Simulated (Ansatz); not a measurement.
# TiPbSe3 (built on the sites of a database entry of HfPbO3): a soft mode frozen in

Which phase does TiPbSe3 (built on the sites of a database entry of HfPbO3) fall into along its unstable mode, and how much energy does it gain?

Method: DFT PBEsol, scalar-relativistic, plane waves, PAW, in Ansatz 0.2.0.

The structure was built from a prototype and need not be the compound's stable phase.

## Step 1: The starting structure

The structure is cubic, space group Pm-3m (No. 221). The conventional cell has a = 4.932 Å, b = 4.932 Å, c = 4.932 Å, α = 90.00°, β = 90.00°, γ = 90.00°. Nearest to Ti lie 6 Se at 2.47 Å. Nearest to Pb lie 12 Se at 3.49 Å. Nearest to Se lie 2 Ti at 2.47 Å and 4 Pb at 3.49 Å. Farther neighbours and most contacts between anions are not listed.

## Step 2: Response at finite wavevector

The cell comes from relaxations at this level that are not shown. Stability and thermal properties need the whole zone. Linear response on a 2×2×2 q mesh gives force constants as far as a supercell of that size would.

input.yaml reads:

```yaml
crystal:
  lattice:
    - [4.9321777088, 0.0, 0.0]
    - [0.0, 4.9321777088, 0.0]
    - [0.0, 0.0, 4.9321777088]
  atoms:
    - { symbol: Ti, position: [0.5, 0.5, 0.5] }
    - { symbol: Pb, position: [0.0, 0.0, 0.0] }
    - { symbol: Se, position: [0.0, 0.5, 0.5] }
    - { symbol: Se, position: [0.5, 0.0, 0.5] }
    - { symbol: Se, position: [0.5, 0.5, 0.0] }
kpoints:
  mp_grid: { grid: [8, 8, 8] }
hamiltonian:
  xc: pbesol
scf:
  occupations: { method: methfessel_paxton, width: 0.2 }
output:
  eigenvalues: true
phonons:
  method: dfpt
  qmesh: [2, 2, 2]
  temperatures: { t_max: 1000, t_step: 50 }
  qpath:
    path:
      - [[0.0, 0.0, 0.0], [0.0, 0.5, 0.0], [0.5, 0.5, 0.0], [0.0, 0.0, 0.0], [0.5, 0.5, 0.5], [0.0, 0.5, 0.0]]
      - [[0.5, 0.5, 0.5], [0.5, 0.5, 0.0]]
    npoints: 10
```

On the command line:

```sh
$ ansatz run input.yaml --threads 8 --pin off --max-ram 14336MiB --backend cpu --events-out ev --progress --plain --runs-dir out
```

Numbers of over 12 decimals in the logs are rounded to 6 here.

Log:

```text
Engine: ansatz 0.2.0, aarch64-unknown-linux-gnu
Pseudopotentials: kind: paw
Pseudopotential: Ti, paw, valence charge 12, recommended cutoff 420 eV (normal), Ti.paw.azcp
Pseudopotential: Pb, paw, valence charge 14, recommended cutoff 420 eV (normal), Pb.paw.azcp
Pseudopotential: Se, paw, valence charge 16, recommended cutoff 420 eV (normal), Se.paw.azcp
Functional definition: PBEsol
  exchange = pbesol_x
  correlation = pbesol_c
Crystal: 5 atoms, lattice volume = 119.982 Å³
Basis set: ecut = 420 eV, 2325 PW (Γ), exchange–correlation on 72×72×72 points (8 copies of the dense FFT grid, shifted against one another)
Bands: 45, of which v1, the nominal top of the filled ones, is band 37 counted from 1 (36 counted from 0)
Symmetry: 48 space group operations
k-points: 35 of 512
Non-local potential: Ti, projectors of the file, l = 0: 3, l = 1: 2, l = 2: 3, l = 3: 1
Non-local potential: Pb, projectors of the file, l = 0: 2, l = 1: 2, l = 2: 2, l = 3: 2
Non-local potential: Se, projectors of the file, l = 0: 2, l = 1: 2, l = 2: 3, l = 3: 1
PAW form: soft (Blöchl's): semilocal exchange-correlation on the pseudo side does not see the compensation charge
PAW frozen core: Ti, regenerated for the run's functional, and the local potential with it (the file was generated under x = pbe(κ = 0.804, μ = 0.219515), c = pbe(β = 0.066725))
PAW frozen core: Pb, regenerated for the run's functional, and the local potential with it (the file was generated under x = pbe(κ = 0.804, μ = 0.219515), c = pbe(β = 0.066725))
PAW frozen core: Se, regenerated for the run's functional, and the local potential with it (the file was generated under x = pbe(κ = 0.804, μ = 0.219515), c = pbe(β = 0.066725))
PAW one-centre angular grid: Ti, 590 points (default); XC on 64 Gauss nodes
PAW one-centre angular grid: Pb, 590 points (default); XC on 64 Gauss nodes
PAW one-centre angular grid: Se, 590 points (default); XC on 64 Gauss nodes
Initial density: superposition of atomic densities (neutral atoms: chi_scale 0, normalization atom), corrected by the library's trained network
Initial wavefunctions: pseudopotential atomic-orbital guess
Functional: x = pbesol(κ = 0.804, μ = 0.123457), c = pbesol(β = 0.046)
SCF iter   1: F=—  HF=-30504.419117 eV  |F-HF|=—  |Δ(HF+E_count)|=         —  Δρ=7.09e-3  dr2=9.22e-2  ethr=1.77e-3  ⟨swp⟩=6.5  Hψ=5825  notcnv=0
preconditioner: auto → Kerker (q_TF=auto, 2.517 Å⁻¹)  [metal: Δε(μ)=0.045 eV  Ē_g=10.867 eV  σ=0.200 eV  W_gap=0.19  n_scr=26 (ndim 8)  ℏωp=20.3 eV  f_vac=0.008  D(μ)=2.01/eV (n_scr^D=6)]
SCF iter   2: F=—  HF=-30504.411365 eV  |F-HF|=—  |Δ(HF+E_count)|=   7.75e-3  S|Δr|=    0.00e0  Δρ=3.68e-3  dr2=2.71e-2  ethr=1.25e-4  ⟨swp⟩=1.0  Hψ=1855  notcnv=0
SCF iter   3: F=—  HF=-30504.408449 eV  |F-HF|=—  |Δ(HF+E_count)|=   2.92e-3  S|Δr|=    0.00e0  Δρ=4.74e-4  dr2=3.50e-4  ethr=3.66e-5  ⟨swp⟩=1.9  Hψ=1607  notcnv=0
SCF iter   4: F=—  HF=-30504.408444 eV  |F-HF|=—  |Δ(HF+E_count)|=   5.00e-6  S|Δr|=    0.00e0  Δρ=2.71e-4  dr2=1.16e-4  ethr=4.73e-7  ⟨swp⟩=2.0  Hψ=2798  notcnv=0
SCF iter   5: F=—  HF=-30504.408437 eV  |F-HF|=—  |Δ(HF+E_count)|=   6.87e-6  S|Δr|=    0.00e0  Δρ=7.37e-5  dr2=1.13e-5  ethr=1.56e-7  ⟨swp⟩=2.3  Hψ=2822  notcnv=0
SCF iter   6: F=—  HF=-30504.408440 eV  |F-HF|=—  |Δ(HF+E_count)|=   2.90e-6  S|Δr|=    0.00e0  Δρ=1.74e-5  dr2=4.86e-7  ethr=1.52e-8  ⟨swp⟩=2.8  Hψ=3119  notcnv=0
SCF iter   7: F=—  HF=-30504.408438 eV  |F-HF|=—  |Δ(HF+E_count)|=   1.98e-6  S|Δr|=    0.00e0  Δρ=6.34e-6  dr2=8.03e-8  ethr=6.57e-10  ⟨swp⟩=2.1  Hψ=1932  notcnv=0
SCF iter   8: F=—  HF=-30504.408438 eV  |F-HF|=—  |Δ(HF+E_count)|=   2.64e-8  S|Δr|=    0.00e0  Δρ=2.18e-6  dr2=8.35e-9  ethr=1.09e-10  ⟨swp⟩=2.1  Hψ=1815  notcnv=0
SCF iter   9: F=—  HF=-30504.408438 eV  |F-HF|=—  |Δ(HF+E_count)|=  1.16e-10  S|Δr|=    0.00e0  Δρ=5.07e-7  dr2=7.43e-10  ethr=1.13e-11  ⟨swp⟩=2.5  Hψ=2778  notcnv=0
SCF iter  10: F=—  HF=-30504.408438 eV  |F-HF|=—  |Δ(HF+E_count)|=  1.38e-10  S|Δr|=    0.00e0  Δρ=1.54e-7  dr2=5.77e-11  ethr=1.00e-12  ⟨swp⟩=2.1  Hψ=2399  notcnv=0
SCF iter  11: F=-30504.408438 eV  HF=-30504.408438 eV  |F-HF|=3.64e-12  |Δ(HF+E_count)|=  1.82e-11  S|Δr|=    0.00e0  Δρ=4.26e-8  dr2=2.90e-12  ethr=1.00e-12  ⟨swp⟩=8.9  Hψ=6988  notcnv=0
SCF 1 converged in 11 iterations: F = -30504.408438 eV  dr2 = 2.90e-12
  greatest PAW one-centre occupation: 1.000 electrons in one spin orbital (limit 2), on the Se atom at site 3 (counted from 0), in its partial waves of l = 2
Initial density: read from a saved state, or passed on in memory by an earlier SCF of this step, an earlier step, the calling program or the single point that the run made first
iter 1 solved again at ethr=2.03e-7 eV; its pass at ethr=3.10e-3 eV (dr2=1.50e-4 eV) is discarded
SCF iter   1: F=—  HF=-30504.408438 eV  |F-HF|=—  |Δ(HF+E_count)|=         —  Δρ=5.83e-7  dr2=4.75e-10  ethr=2.03e-7  ⟨swp⟩=2.7  Hψ=9251  notcnv=0
eigensolver tolerance schedule: the retry pair's looser diagonalisation over-reported the residual by 316167.51 of it (diagonalisation noise at an unbounded share of the residual, at the tolerance the schedule requests for it); recorded, not acted on — ethr = c·dr2/N_el stays at c = 1.0e-1
preconditioner: auto → Kerker (q_TF=auto, 2.517 Å⁻¹)  [metal: Δε(μ)=0.038 eV  Ē_g=10.848 eV  σ=0.200 eV  W_gap=0.16  n_scr=26 (ndim 8)  ℏωp=20.3 eV  f_vac=0.006  D(μ)=2.90/eV (n_scr^D=18)]
SCF iter   2: F=—  HF=-30504.408438 eV  |F-HF|=—  |Δ(HF+E_count)|=   3.49e-8  S|Δr|=    0.00e0  Δρ=2.58e-7  dr2=6.86e-11  ethr=1.00e-12  ⟨swp⟩=3.8  Hψ=4370  notcnv=0
SCF iter   3: F=—  HF=-30504.408438 eV  |F-HF|=—  |Δ(HF+E_count)|=  3.27e-11  S|Δr|=    0.00e0  Δρ=1.66e-7  dr2=2.85e-11  ethr=1.00e-12  ⟨swp⟩=4.9  Hψ=4675  notcnv=0
SCF iter   4: F=—  HF=-30504.408438 eV  |F-HF|=—  |Δ(HF+E_count)|=  1.46e-11  S|Δr|=    0.00e0  Δρ=9.25e-8  dr2=1.04e-11  ethr=1.00e-12  ⟨swp⟩=1.0  Hψ=1575  notcnv=0
SCF iter   5: F=-30504.408438 eV  HF=-30504.408438 eV  |F-HF|=1.82e-11  |Δ(HF+E_count)|=  7.28e-12  S|Δr|=    0.00e0  Δρ=5.79e-8  dr2=4.49e-12  ethr=1.00e-12  ⟨swp⟩=2.0  Hψ=2971  notcnv=0
SCF 2 converged in 5 iterations: F = -30504.408438 eV  dr2 = 4.49e-12
  greatest PAW one-centre occupation: 1.000 electrons in one spin orbital (limit 2), on the Se atom at site 4 (counted from 0), in its partial waves of l = 2
phonons: the bands overlap, so this run is a metal and interpolates without the dipole-dipole term. If the crystal is really an insulator or semiconductor, its LO-TO splitting is missing
NSCF: frozen V_eff on 35 k-points
NSCF: frozen V_eff on 125 k-points
DFPT response loops at q = (0, 0, 0) (fractional): preconditioner auto → Kerker (q_TF=auto, 2.517 Å⁻¹) (partly filled bands, converged f_vac=0.006); β = 1.00, the filter's whole step (`scf.mixing.beta` (0.50) is not read by the response loops under this deck's `scf.mixing.preconditioner`; to damp them name `kerker` or `kerker_dos`, under which they read `scf.mixing.beta`, and type it under 1.00, their step now; both keys bind the ground state too); Broyden in place of MSR1
NSCF: frozen V_eff on 250 k-points
DFPT response loops at q = (0, 0, -0.5) (fractional): mixed as the last ones told, above
NSCF: frozen V_eff on 250 k-points
DFPT response loops at q = (0, -0.5, -0.5) (fractional): mixed as the last ones told, above
NSCF: frozen V_eff on 250 k-points
DFPT response loops at q = (-0.5, -0.5, -0.5) (fractional): mixed as the last ones told, above
SCF converged after 11 iterations
Stability not checked: this state was not tested for a lower state beside it, because cold or Methfessel-Paxton smearing, or corrected tetrahedra, fill the levels in a way that the test cannot read (fill_not_monotonic; see scf.lower_state_search)
Free energy (F): -30504.408438 eV
Harris-Foulkes:  -30504.408438 eV  (|F-HF|=3.64e-12)
Internal energy: -30504.406291 eV  (E = F + TS)
E sigma→0 (E₀):  -30504.407901 eV
Entropy (-TS):   -0.002146 eV (-0.429 meV/atom)
Fermi energy:    9.885978 eV
Step filling:    the computed levels leave a gap of 0.0382 eV = 0.2 smearing widths at the electron count; against every level under it full and every level over it empty, smearing changes F+E_penalty+E_count by +1.467 meV and its σ→0 estimate by +2.003 meV
--- Per-component energies (eV) ---
  E_band       = -1336.141055
  E_kinetic    = 916.367517
  E_local      = -9376.800173  (includes V_loc(G=0)·N_el)
  E_nonlocal   = -1419.148471
  E_hartree    = 4469.349133
  E_xc         = -627.192135
  E_vxc        = -550.271967  (∫ρ·V_xc dr)
  E_paw        = -16877.453084  (= ΣΔE_a)
  E_vpaw       = 155.015409  (= ΣTr[D̂ρ^β])
  E_aug_tail   = -0.001679  (compensation charges beyond the density's cutoff)
  E_ewald      = -7592.754251
  E_core_change = 3.226852  (= ΣΔE_core)
  E_smearing   = -0.002146  (= −TS)
  E_closure    = -0.000000  (closes the sum)
  Σ components = -30504.408438   (vs F -30504.408438, Δ=0.00e0)
--- Band table (eV; the first three rows and the last of 35) ---
  k-point 0: bands = [... 33 lower, 8.4821, 9.0025, 9.0025, 9.0025, 9.4812, 9.4812, 9.4812, 10.8544, ... 4 higher]
  k-point 1: bands = [... 33 lower, 8.3784, 8.5783, 8.8941, 8.8941, 9.4865, 9.9445, 9.9445, 10.8601, ... 4 higher]
  k-point 2: bands = [... 33 lower, 8.0792, 8.1523, 8.9684, 8.9684, 9.4993, 10.5094, 10.5094, 10.8703, ... 4 higher]
  k-point 34: bands = [... 33 lower, 6.1584, 10.0941, 10.0941, 10.0941, 10.6898, 10.6898, 10.6898, 14.0194, ... 4 higher]
--- Phonons (Γ-DFPT): 4 representative perturbations + reference (Σ response iterations 12) ---
  ASR residual: 4.956e-5 → 0.000e0 eV/Å²; symmetrization residual: 9.531e-6 eV/Å²
  ASR residual per site (eV/Å²): 2.66e-5 4.96e-5 1.43e-5 1.43e-5 1.43e-5
  Γ frequencies (cm⁻¹): -81.87 -81.87 -81.87 -63.84 -63.84 -63.84 -41.53 -41.53 -41.53 0.00 0.00 0.00 251.70 251.70 251.70
--- Phonons (arbitrary-q DFPT): 4 irreducible q on the 2×2×2 mesh ---
  q = [0.0000, 0.0000, 0.0000] (star 1, of the zone-centre solve; hermiticity 1.68e-6, symmetrization 1.25e-11): -81.87 -81.87 -81.87 -63.84 -63.84 -63.84 -41.53 -41.53 -41.53 -0.00 0.00 0.00 251.70 251.70 251.70
  q = [0.0000, 0.0000, -0.5000] (star 3, 9 solved perturbations in 975 linear systems a pass and spin channel, the states on 125 of 512 k-point pairs; hermiticity 2.55e-6, symmetrization 1.26e-12): -58.76 -58.76 -57.77 -57.77 -47.29 -47.29 -45.24 -22.29 59.28 59.28 76.93 224.03 238.48 249.26 249.26
  q = [0.0000, -0.5000, -0.5000] (star 3, 9 solved perturbations in 975 linear systems a pass and spin channel, the states on 125 of 512 k-point pairs; hermiticity 1.58e-6, symmetrization 3.88e-13): -122.13 -69.20 -69.20 -59.78 -37.97 45.83 45.83 53.22 53.22 117.30 124.65 217.80 217.80 248.13 254.98
  q = [-0.5000, -0.5000, -0.5000] (star 1, 4 solved perturbations in 350 linear systems a pass and spin channel, the states on 125 of 512 k-point pairs; hermiticity 2.49e-6, symmetrization 1.61e-11): -118.09 -118.09 -118.09 -55.77 -55.77 -55.77 35.84 35.84 105.08 105.08 105.08 219.31 219.31 219.31 270.31
  sum rule: each row above includes the acoustic sum rule's correction from the zone centre's row sums; it moved no ω² by more than (0.39 cm⁻¹)²
  mesh force constants: q→R imaginary residual 6.89e-18; ASR residual 4.956e-5 → 0.000e0 eV/Å²; symmetrization residual 6.661e-15 eV/Å²
  interpolated dispersion: 62 rows × 15 modes
  density of states and harmonic sums: on the 14×14×14 q-mesh, interpolated from the force constants of a 2×2×2 supercell (no non-analytic term)
  largest difference from the sums on the solved wave vectors: F 1.34e-1 eV, S 1.91e-4 and C_V 5.77e-5 eV/K
  zero-point energy: 0.077829 eV/cell   skipped modes (ω ≤ 0): 784, of them read as no rigid motion or as one in doubt: 781 (6.457e0 modes/cell left out, lowest -122.13 cm⁻¹)   left out of the sums: 4.31e-1 of the cell's modes: C_V's classical limit lies that fraction below 3 k_B per atom; for a crystal, a wire or a layer, F and S can be off by more, and a phonons.interpolated_qmesh denser along its periods is the remedy for the sampling
```

It took 3.3 min on 8 threads of Arm Neoverse V2, shared host; peak memory 2.1 GiB.

This step gave:

| Property | Result |
| --- | --- |
| volume per atom | 24.00 Å³ |
| gap on the k-mesh | 0 eV |
| sum-rule residual before enforcement | 4.96e-5 eV/Å² |
| lowest frequency on the path | -122.1 cm⁻¹ |
| point group | m-3m |
| highest frequency on the path or at a solved wavevector | 277.6 cm⁻¹ |
| highest optical mode at the zone centre (no LO-TO term) | 251.7 cm⁻¹ |
| lowest optical zone-centre mode | -81.87 cm⁻¹ |
| lowest mode on the q mesh (acoustic modes at Γ apart) | -122.1 cm⁻¹ |

Frequencies (cm⁻¹) solved at each irreducible wavevector; negative means imaginary. Frequencies by wavevector, by row:

```csv
q in reciprocal lattice units,star,mode 1,mode 2,mode 3,mode 4,mode 13,mode 14,mode 15
0 0 0,1,-81.9,-81.9,-81.9,-63.8,251.7,251.7,251.7
0 0 -0.5,3,-58.8,-58.8,-57.8,-57.8,238.5,249.3,249.3
0 -0.5 -0.5,3,-122.1,-69.2,-69.2,-59.8,217.8,248.1,255
-0.5 -0.5 -0.5,1,-118.1,-118.1,-118.1,-55.8,219.3,219.3,270.3
```

Interpolated from a 2×2×2 q mesh. Phonon branches along the path, in cm⁻¹:

```csv
point,branch 1,branch 2,branch 3,branch 4,branch 12,branch 13,branch 14,branch 15
Γ,-82,-82,-82,-64,0,252,252,252
halfway,-73,-73,-55,-53,142,251,251,252
X,-59,-59,-58,-58,224,238,249,249
halfway,-99,-64,-62,-56,205,221,249,262
M,-122,-69,-69,-60,218,218,248,255
halfway,-88,-67,-62,-55,147,232,250,263
Γ,-82,-82,-82,-64,0,252,252,252
halfway,-89,-82,-82,-54,152,228,228,275
R,-118,-118,-118,-56,219,219,219,270
halfway,-101,-91,-82,-59,191,220,224,276
X,-59,-59,-58,-58,224,238,249,249
jump to R,-118,-118,-118,-56,219,219,219,270
halfway,-120,-94,-94,-56,205,218,218,274
M,-122,-69,-69,-60,218,218,248,255
```

Symmetry leaves 4 wavevectors to solve. The lowest mode among them, the acoustic zeros apart, lies at q = (0, -0.5, -0.5) and is imaginary, 122.1i cm⁻¹, so the energy falls along it.

## Step 3: The mode frozen in, largest atomic shift 0 Å

The mode followed lies at q = (0, -0.5, -0.5) with frequency 122.1i cm⁻¹, the softest among the wavevectors solved. At small amplitude the distorted cell has space group no. 127 by a symmetry search on the positions. The undistorted cell that holds it gives the zero of energy on the same k mesh.

System of this step: TiPbSe3 (built on the sites of a database entry of HfPbO3). The structure is cubic, space group Pm-3m (No. 221). Conventional cell: a = 4.932 Å, b = 4.932 Å, c = 4.932 Å, α = 90.00°, β = 90.00°, γ = 90.00°. Nearest to Ti lie 6 Se at 2.47 Å. Pb has 12 Se at 3.49 Å nearest. Nearest to Se lie 2 Ti at 2.47 Å and 4 Pb at 3.49 Å. Se has 2 Ti at 2.47 Å and 4 Pb at 3.49 Å nearest. Farther neighbours and most contacts between anions are not listed.

input.yaml reads:

```yaml
crystal:
  lattice:
    - [-4.9321777088, 0.0, 0.0]
    - [0.0, -4.9321777088, -4.9321777088]
    - [0.0, -4.9321777088, 4.9321777088]
  atoms:
    - { symbol: Ti, position: [0.5, 0.0, 0.5] }
    - { symbol: Ti, position: [0.5, 0.5, 0.0] }
    - { symbol: Pb, position: [0.0, 0.5, 0.5] }
    - { symbol: Pb, position: [0.0, 1.0, 0.0] }
    - { symbol: Se, position: [1.0, 0.0, 0.5] }
    - { symbol: Se, position: [1.0, 0.5, 0.0] }
    - { symbol: Se, position: [0.5, 0.25, 0.75] }
    - { symbol: Se, position: [0.5, 0.75, 0.25] }
    - { symbol: Se, position: [0.5, 0.25, 0.25] }
    - { symbol: Se, position: [0.5, 0.75, 0.75] }
kpoints:
  mp_grid: { grid: [8, 6, 6] }
hamiltonian:
  xc: pbesol
scf:
  occupations: { method: methfessel_paxton, width: 0.2 }
output:
  forces: true
  stress: true
  eigenvalues: true
```

Log:

```text
[...]
Crystal: 10 atoms, lattice volume = 239.964 Å³
Basis set: ecut = 420 eV, 4685 PW (Γ), exchange–correlation on 72×96×96 points (8 copies of the dense FFT grid, shifted against one another)
Bands: 89, of which v1, the nominal top of the filled ones, is band 74 counted from 1 (73 counted from 0)
Symmetry: 32 space group operations
[...]
k-points: 50 of 288
[...]
k-point 0: bands = [... 70 lower, 9.0036, 9.0043, 9.0043, 9.5034, 9.5034, 9.5070, 10.0815, 10.2433, ... 11 higher]
  k-point 1: bands = [... 70 lower, 8.7459, 8.7595, 8.7746, 9.7638, 9.7649, 9.8610, 9.8807, 10.3813, ... 11 higher]
  k-point 2: bands = [... 70 lower, 8.3584, 8.6077, 8.6818, 9.3897, 10.1502, 10.2331, 10.3117, 10.5957, ... 11 higher]
  k-point 49: bands = [... 70 lower, 6.9506, 6.9506, 10.0819, 10.0819, 10.2424, 10.2424, 11.3181, 11.3181, ... 11 higher]
[key lines of the parts left out:]
SCF converged after 8 iterations
Free energy (F): -61008.825706 eV
Fermi energy:    9.885685 eV
P = ⅓ Tr σ = -0.0352 GPa (-0.352 kbar)
```

Elapsed: 6.1 s, on 8 threads; peak memory 1.6 GiB.

Numbers from this step:

| Item | Value |
| --- | --- |
| pressure | -0.03519 GPa |
| energy from the undistorted cell | 0 meV/atom |

The run ends at a pressure of -0.04 GPa.

## Step 4: The mode frozen in, largest atomic shift 0.6 Å

The atoms are moved along the unstable eigenvector, the largest shift by 0.6 Å, with the cell fixed.

input.yaml, the sections that differ from step 3:

```yaml
crystal:
  lattice:
    - [-4.9321777088, 0.0, 0.0]
    - [0.0, -4.9321777088, -4.9321777088]
    - [0.0, -4.9321777088, 4.9321777088]
  atoms:
    - { symbol: Ti, position: [0.5, 0.0, 0.5] }
    - { symbol: Ti, position: [0.5, 0.5, 0.0] }
    - { symbol: Pb, position: [0.0, 0.5, 0.5] }
    - { symbol: Pb, position: [0.0, 1.0, 0.0] }
    - { symbol: Se, position: [1.0, 0.0, 0.5] }
    - { symbol: Se, position: [1.0, 0.5, 0.0] }
    - { symbol: Se, position: [0.5, 0.310825059, 0.689174941] }
    - { symbol: Se, position: [0.5, 0.689174941, 0.310825059] }
    - { symbol: Se, position: [0.5, 0.189174941, 0.189174941] }
    - { symbol: Se, position: [0.5, 0.810825059, 0.810825059] }
# kpoints, hamiltonian, scf, output: as in step 3
```

Log:

```text
[...]
Crystal: 10 atoms, lattice volume = 239.964 Å³
Basis set: ecut = 420 eV, 4685 PW (Γ), exchange–correlation on 72×96×96 points (8 copies of the dense FFT grid, shifted against one another)
Bands: 89, of which v1, the nominal top of the filled ones, is band 74 counted from 1 (73 counted from 0)
Symmetry: 16 space group operations
[...]
k-points: 50 of 288
[...]
k-point 0: bands = [... 70 lower, 8.5051, 8.7500, 9.1027, 9.1027, 9.4324, 9.4324, 9.6236, 10.3728, ... 11 higher]
  k-point 1: bands = [... 70 lower, 8.4471, 8.4994, 8.8818, 9.1890, 9.4932, 9.5880, 9.9261, 10.5935, ... 11 higher]
  k-point 2: bands = [... 70 lower, 8.1171, 8.1899, 8.8314, 9.4164, 9.7194, 9.8819, 10.2658, 10.6299, ... 11 higher]
  k-point 49: bands = [... 70 lower, 7.4658, 7.4658, 9.8909, 9.8909, 10.2356, 10.2356, 10.5933, 10.5933, ... 11 higher]
[key lines of the parts left out:]
SCF converged after 9 iterations
Free energy (F): -61009.999589 eV
Fermi energy:    9.623802 eV
P = ⅓ Tr σ = -1.0621 GPa (-10.621 kbar)
```

Wall time 7.3 s (8 threads); peak memory 1.6 GiB; 56 s of CPU time.

This step gave:

```yaml
pressure: -1.062 GPa
energy_from_the_undistorted_cell: -117.8 meV/atom
```

The energy, extrapolated to zero smearing, is -117.78 meV/atom against the undistorted cell.

The run ends at a pressure of -1.06 GPa, with forces up to 0.22 eV/Å.

(Continued in part 2 of 2.)

[Logs are printed without paths, hosts, clocks, repeated set-up lines and the standing remarks that a program may print on its own settings, such as how far it seeks lower states.]

[Hosts, paths, dates, database ids (printed as entryN), source tags and the programs' standing remarks are cut or masked in the printed files.]
